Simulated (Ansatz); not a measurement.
## TiC (Fm-3m) under biaxial strain in the (001) plane

Wanted: the shifts of the zone-centre modes of TiC (Fm-3m) with strain.

Program: Ansatz 0.2.0. Level of theory: DFT LDA, scalar-relativistic, plane waves, PAW; PAW set soft_1. Results are calculated unless marked as measured.

Most raw output is cut from this account.

The database entry behind the starting cell differs from later determinations by our own check (0.1 to 0.3 % short, probably kX units), so it need not match the best structure at ambient conditions.

### 1. Set-up

Symmetry: Fm-3m, No. 225, cubic system. Conventional cell: a = 4.319 Å, b = 4.319 Å, c = 4.319 Å, α = 90.00°, β = 90.00°, γ = 90.00°. Nearest to C lie 6 Ti at 2.16 Å. Ti has 6 C at 2.16 Å nearest. Farther neighbours are not listed.

### 2. A rough relaxation first

A rough relaxation comes first, because large forces or stress need no tight tolerances yet.

input.yaml

```yaml
crystal:
  lattice:
    - [0.0, 2.1593, 2.1593]
    - [2.1593, 0.0, 2.1593]
    - [2.1593, 2.1593, 0.0]
  atoms:
    - { symbol: C, position: [0.5, 0.5, 0.5] }
    - { symbol: Ti, position: [0.0, 0.0, 0.0] }
kpoints:
  mp_grid: { grid: [8, 8, 8] }
hamiltonian:
  xc: lda
  pseudopotentials: { kind: paw, azcp: { folder: soft_1 }, xc_functional: pbe }
scf:
  occupations: { method: gaussian, width: 0.1 }
output:
  forces: true
  stress: true
  eigenvalues: true
relax:
  adjacent_minimum: "off"
  f_tol: 0.05
  max_steps: 80
  cell: { stress_tol: 0.5 }
```

Run with:

```console
$ ansatz run input.yaml --threads 4 --pin off --max-ram 10240MiB --backend cpu --events-out ev --progress --plain --runs-dir out
```

It took 1.2 s on 4 threads of Arm Neoverse V1, shared host; peak memory 0.28 GiB; 3.4 s of CPU time.

The steps of the relaxation:

```
step  energy less that of the first step (eV)  largest force component (eV/Å)  pressure (GPa)  volume (Å³)
   1                                   0.0000                          0.0000          -10.51        20.14
   2                                  -0.0276                          0.0000           -1.19        19.43
   3                                  -0.0281                          0.0000            0.07        19.34
  4*                                  -0.0271                          0.0000            0.00        19.34
```

Relaxation steps marked * repeat the geometry before them on a plane-wave basis chosen anew for their cell, so energy and pressure can jump there.

Forces are held to the 48 operations that the run works with; a distortion that breaks them can't arise in this run.

```
conventional cell, symmetrised  before  after  change
                         a (Å)   4.319  4.261  -1.3 %
                         b (Å)   4.319  4.261  -1.3 %
                         c (Å)   4.319  4.261  -1.3 %
              volume (Å³/atom)   10.07   9.67  -4.0 %
```

Final coordinates:

```
C Ti
1.0
     0.00000    2.13041    2.13041
     2.13041    0.00000    2.13041
     2.13041    2.13041    0.00000
C Ti
1 1
Direct
  0.50000 0.50000 0.50000
  0.00000 0.00000 0.00000
```

This step gave:

```
pressure          : -7.46e-5 GPa
volume per atom   : 9.669 Å³
gap on the k-mesh : 0 eV
```

In this step the volume went from 10.07 to 9.67 Å³/atom.

### 3. Relaxation

Harmonic phonons are second derivatives at a point where the forces vanish, and they are wanted at zero stress, so atoms and cell are relaxed first.

input.yaml, the sections that differ from step 2:

```yaml
crystal:
  lattice:
    - [0.0, 2.1304133796, 2.1304133796]
    - [2.1304133796, 0.0, 2.1304133796]
    - [2.1304133796, 2.1304133796, 0.0]
  atoms:
    - { symbol: C, position: [0.5, 0.5, 0.5] }
    - { symbol: Ti, position: [0.0, 0.0, 0.0] }
kpoints:
  mp_grid: { grid: [16, 16, 16] }
output:
  forces: true
  stress: true
  eigenvalues: true
  write_density: true
  write_potential: true
  elf: true
  volumetric_format: npy
relax:
  adjacent_minimum: "off"
  f_tol: 0.005
  max_steps: 80
  cell: { stress_tol: 0.05 }
# hamiltonian, scf: as in step 2
```

Run time: 1.9 s. Hardware: 4 threads; peak memory 0.34 GiB.

Little changed from the start: no atom moved by 0.005 Å and no cell edge by 0.1 %.

This step gave:

```
pressure : -0.009550 GPa
```

Valence density in the ac plane of the conventional cell at fractional y = 0.000, with atoms of C and Ti within 0.2 Å of it. It is the smooth field of the valence electrons, not physical close to the nuclei.

Values in e/Å³, 14 rows by 14 columns, each cell a mean:
```
10  6  2  1  1  1  2  2  1  1  1  1  4  8
 4  3  1  0  0  1  1  1  1  1  0  0  1  4
 1  1  0  0  0  0  1  1  1  0  0  0  0  1
 1  0  0  0  0  0  1  1  0  0  0  0  0  1
 1  1  0  0  0  1  2  2  1  1  0  0  1  1
 2  1  1  0  1  3  6  7  4  1  0  1  1  1
 2  2  1  1  1  4 10 11  7  2  1  1  1  2
 2  1  1  1  1  4  8 10  6  2  1  1  1  2
 1  1  1  0  0  1  4  4  3  1  0  0  1  1
 1  1  0  0  0  0  1  1  1  0  0  0  0  1
 1  0  0  0  0  0  1  1  0  0  0  0  0  1
 2  1  1  0  0  1  1  1  1  0  0  0  1  2
 7  4  1  0  1  1  1  2  1  1  0  1  3  6
11  7  2  1  1  1  2  2  2  1  1  1  4 10
```
Columns run along a (4.3 Å), rows up along c (4.3 Å), edges of the conventional cell, whose origin can differ from the input's. Atoms in or near the plane, at fractional coordinates: C at (0.50, 0.00), C at (0.00, 0.50), Ti at (0.00, 0.00), Ti at (0.50, 0.50).

Electrostatic potential energy in the ac plane of the conventional cell at fractional y = 0.000, with atoms of C and Ti within 0.2 Å of it. With pseudopotentials it is smooth inside the atoms' cores, unlike the true potential.

Values in eV, 14 rows by 14 columns, each cell a mean:
```
-28 -26 -14   5  10  -9 -35 -39 -25   3  10  -4 -21 -27
-23 -18  -4  10  13   7  -9 -14  -1  11  13   5 -12 -21
 -6   0   9  14  15  13  10   8  12  15  15  12   5  -4
  9  11  14  15  14  10   5   3   7  12  15  15  13  10
 -1   7  14  14   9  -4 -14 -16 -11   2  12  15  11   3
-31 -15   7  11   0 -18 -26 -26 -23 -11   7  12  -1 -25
-40 -31  -1   9  -6 -23 -28 -28 -26 -16   3   8 -14 -39
-39 -25   3  10  -4 -21 -27 -28 -26 -14   5  10  -9 -35
-14  -1  11  13   5 -12 -21 -23 -18  -4  10  13   7  -9
  8  12  15  15  12   5  -4  -6   0   9  14  15  13  10
  3   7  12  15  15  13  10   9  11  14  15  14  10   5
-16 -11   2  12  15  11   3  -1   7  14  14   9  -4 -14
-26 -23 -11   7  12  -1 -25 -31 -15   7  11   0 -18 -26
-28 -26 -16   3   8 -14 -39 -40 -31  -1   9  -6 -23 -28
```
Columns run along a (4.3 Å; values clipped at the 3rd and 97th percentile), rows up along c (4.3 Å), edges of the conventional cell, whose origin can differ from the input's. Atoms in or near the plane, at fractional coordinates: C at (0.50, 0.00), C at (0.00, 0.50), Ti at (0.00, 0.00), Ti at (0.50, 0.50).

ELF in the ac plane of the conventional cell at fractional y = 0.000, with atoms of C and Ti within 0.2 Å of it. It is the smooth field of the valence electrons, not physical close to the nuclei.

Ten even steps from '0' (0.10) to '9' (0.76), each cell a mean:
```
89627942794389
87217998994148
42014777762013
54321123211244
99830266411699
58942799842797
05954887963782
27943898962794
89941488721799
77620134201477
32112445432112
64116999983026
98427975894279
79637820595488
```
Columns run along a (4.3 Å), rows up along c (4.3 Å), edges of the conventional cell, whose origin can differ from the input's. Atoms in or near the plane, at fractional coordinates: C at (0.50, 0.00), C at (0.00, 0.50), Ti at (0.00, 0.00), Ti at (0.50, 0.50).

In this step the volume went from 9.67 to 9.67 Å³/atom.

### 4. Tight relaxation

Phonons need small forces and stress, so the relaxation is finished with tight tolerances on 16×16×16 k points.

input.yaml, the sections that differ from step 3:

```yaml
scf:
  occupations: { method: methfessel_paxton, width: 0.2 }
output:
  forces: true
  stress: true
  eigenvalues: true
relax:
  adjacent_minimum: "off"
  f_tol: 0.001
  max_steps: 60
  cell: { stress_tol: 0.01 }
# crystal, kpoints, hamiltonian: as in step 3
```

Run time: 1.7 s. Hardware: 4 threads; peak memory 0.33 GiB.

Little changed from the start: no atom moved by 0.005 Å and no cell edge by 0.1 %.

Numbers from this step:

* pressure: -0.008301 GPa

The forces vanish by symmetry and the pressure is -0.008 GPa, within the tolerances set. The cell now holds 9.67 Å³/atom.

### 5. Modes at rest

The force constants come from the linear response of the density to a displacement.

The modes at rest are the reference of the series.

Changes to input.yaml since step 4:

```diff
@@ -16,9 +16,4 @@
 output:
-  forces: true
-  stress: true
   eigenvalues: true
-relax:
-  adjacent_minimum: "off"
-  f_tol: 0.001
-  max_steps: 60
-  cell: { stress_tol: 0.01 }
+phonons:
+  method: dfpt
```

Wall time 6.8 s (4 threads); peak memory 0.55 GiB.

Numbers from this step:

```yaml
sum_rule_residual_before_enforcement: 6.38e-5 eV/Å²
point_group: m-3m
highest_optical_mode_at_the_zone_centre_no_lo_to_term: 554.9 cm⁻¹
lowest_optical_zone_centre_mode: 554.9 cm⁻¹
```

Patterns of degenerate modes are one choice out of their space. The modes at Γ (shares of kinetic energy by element, %):

```
mode  frequency (cm⁻¹)  symmetry  C %  Ti %
   1               0.0  acoustic   20    80
   2               0.0  acoustic   20    80
   3               0.0  acoustic   20    80
   4             554.9       T1u   80    20
   5             554.9       T1u   80    20
   6             554.9       T1u   80    20
```

Displacements in mode 6 (554.9 cm⁻¹), the largest set to 1:
```
C1   0.00  0.00  1.00
Ti2  0.00  0.00 -0.25
```

Before it was imposed, the acoustic sum rule was missed by 6.4e-5 eV/Å². Small misses are needed for a sound result but don't prove that mesh and cutoff are converged. The lowest optical mode is real, 555 cm⁻¹.

### 6. Relaxation of a member: biaxial strain of +4 % in the (001) plane

The cell takes a biaxial strain of +4 % in the (001) plane. The strained lengths are held, while the rest of the cell and the atoms relax.

input.yaml, the sections that differ from step 5:

```yaml
crystal:
  lattice:
    - [0.0, 2.2156299148, 2.1041372517]
    - [2.2156299148, 0.0, 2.1041372517]
    - [2.2156299148, 2.2156299148, 0.0]
  atoms:
    - { symbol: C, position: [0.5, 0.5, 0.5] }
    - { symbol: Ti, position: [0.0, 0.0, 0.0] }
  conventional_axes: [[-1, 1, 1], [1, -1, 1], [1, 1, -1]]
output:
  forces: true
  stress: true
  eigenvalues: true
relax:
  adjacent_minimum: "off"
  f_tol: 0.001
  max_steps: 60
  cell: { stress_tol: 0.01, fix: [a, b, gamma] }
# kpoints, hamiltonian, scf: as in step 5
# phonons: removed
```

Elapsed: 9.6 s, on 4 threads; peak memory 0.4 GiB.

Relaxation path:

```
step  energy less that of the first step (eV)  largest force component (eV/Å)  pressure (GPa)  volume (Å³)
   1                                   0.0000                          0.0000          -15.09        20.66
   2                                  -0.0005                          0.0000          -14.47        20.61
   3                                  -0.0006                          0.0000          -14.09        20.58
   4                                  -0.0006                          0.0000          -14.09        20.58
  5*                                  -0.0005                          0.0000          -14.10        20.58
   6                                  -0.0005                          0.0000          -14.09        20.58
  7*                                  -0.0005                          0.0000          -14.09        20.58
```

Relaxation steps marked * repeat the geometry before them on a plane-wave basis chosen anew for their cell, so energy and pressure can jump there.

Forces are held to the 16 operations that the run works with; a distortion that breaks them can't arise in this run.

```
conventional cell, symmetrised  before  after  change
                         a (Å)   3.133  3.133  +0.0 %
                         b (Å)   3.133  3.133  +0.0 %
                         c (Å)   4.208  4.193  -0.4 %
              volume (Å³/atom)   10.33  10.29  -0.4 %
```

The relaxed structure:

```cif
data_structure
_symmetry_space_group_name_H-M 'P 1'
_symmetry_Int_Tables_number 1
_cell_length_a 3.0502
_cell_length_b 3.0502
_cell_length_c 3.1334
_cell_angle_alpha 59.094
_cell_angle_beta 59.094
_cell_angle_gamma 61.812
_cell_volume 20.58
loop_
_atom_site_label
_atom_site_type_symbol
_atom_site_fract_x
_atom_site_fract_y
_atom_site_fract_z
_atom_site_occupancy
C1 C 0.50000 0.50000 0.50000 1
Ti2 Ti 0.00000 0.00000 0.00000 1
```

This step gave:

* pressure: -14.09 GPa
* volume per atom: 10.29 Å³

The forces vanish by symmetry.

### 7. Modes of this member: biaxial strain of +4 % in the (001) plane

The zone-centre modes follow for biaxial strain of +4 % in the (001) plane.

input.yaml, the sections that differ from step 6:

```yaml
crystal:
  lattice:
    - [0.0, 2.2156299148, 2.0963689987]
    - [2.2156299148, 0.0, 2.0963689987]
    - [2.2156299148, 2.2156299148, 0.0]
  atoms:
    - { symbol: C, position: [0.5, 0.5, 0.5] }
    - { symbol: Ti, position: [0.0, 0.0, 0.0] }
output:
  eigenvalues: true
phonons:
  method: dfpt
# kpoints, hamiltonian, scf: as in step 6
# relax: removed
```

Wall time 18 s (4 threads); peak memory 0.77 GiB; 65 s of CPU time.

This step gave:

```
sum-rule residual before enforcement                    : 6.84e-6 eV/Å²
point group                                             : 4/mmm
highest optical mode at the zone centre (no LO-TO term) : 582.1 cm⁻¹
lowest optical zone-centre mode                         : 447.2 cm⁻¹
```

Patterns of degenerate modes are one choice out of their space. Modes at Γ, with each element's share of the kinetic energy:

```
mode  frequency (cm⁻¹)  symmetry  C %  Ti %
   1               0.0  acoustic   20    80
   2               0.0  acoustic   20    80
   3               0.0  acoustic   20    80
   4             447.2        Eu   80    20
   5             447.2        Eu   80    20
   6             582.1       A2u   80    20
```

Displacements in mode 5 (447.2 cm⁻¹), the largest set to 1:
```
C1   0.00  1.00  0.00
Ti2  0.00 -0.25  0.00
```

Displacements in mode 6 (582.1 cm⁻¹), the largest set to 1:
```
C1   0.00  0.00  1.00
Ti2  0.00  0.00 -0.25
```

The lowest optical mode is real, 447 cm⁻¹, and the highest lies at 582.1 cm⁻¹.

For the highest optical mode at the zone centre (no LO-TO term), step 5 gave 555 cm⁻¹; this run, with strain 4 %, gives 582 cm⁻¹ (+5 %).

### 8. A member of the series: biaxial strain of -4 % in the (001) plane

The cell takes a biaxial strain of -4 % in the (001) plane. The strained lengths are held, while the rest of the cell and the atoms relax.

input.yaml, the sections that differ from step 7:

```yaml
crystal:
  lattice:
    - [0.0, 2.0451968444, 2.160239456]
    - [2.0451968444, 0.0, 2.160239456]
    - [2.0451968444, 2.0451968444, 0.0]
  atoms:
    - { symbol: C, position: [0.5, 0.5, 0.5] }
    - { symbol: Ti, position: [0.0, 0.0, 0.0] }
  conventional_axes: [[-1, 1, 1], [1, -1, 1], [1, 1, -1]]
output:
  forces: true
  stress: true
  eigenvalues: true
relax:
  adjacent_minimum: "off"
  f_tol: 0.001
  max_steps: 60
  cell: { stress_tol: 0.01, fix: [a, b, gamma] }
# kpoints, hamiltonian, scf: as in step 7
# phonons: removed
```

Wall time 9.2 s (4 threads); peak memory 0.39 GiB; 34 s of CPU time.

(Part 1 of 2 ends here.)

[Logs are printed without paths, hosts, clocks, repeated set-up lines and the standing remarks that a program may print on its own settings, such as how far it seeks lower states.]

[Hosts, paths, dates, database ids (printed as entryN), source tags and the programs' standing remarks are cut or masked in the printed files.]
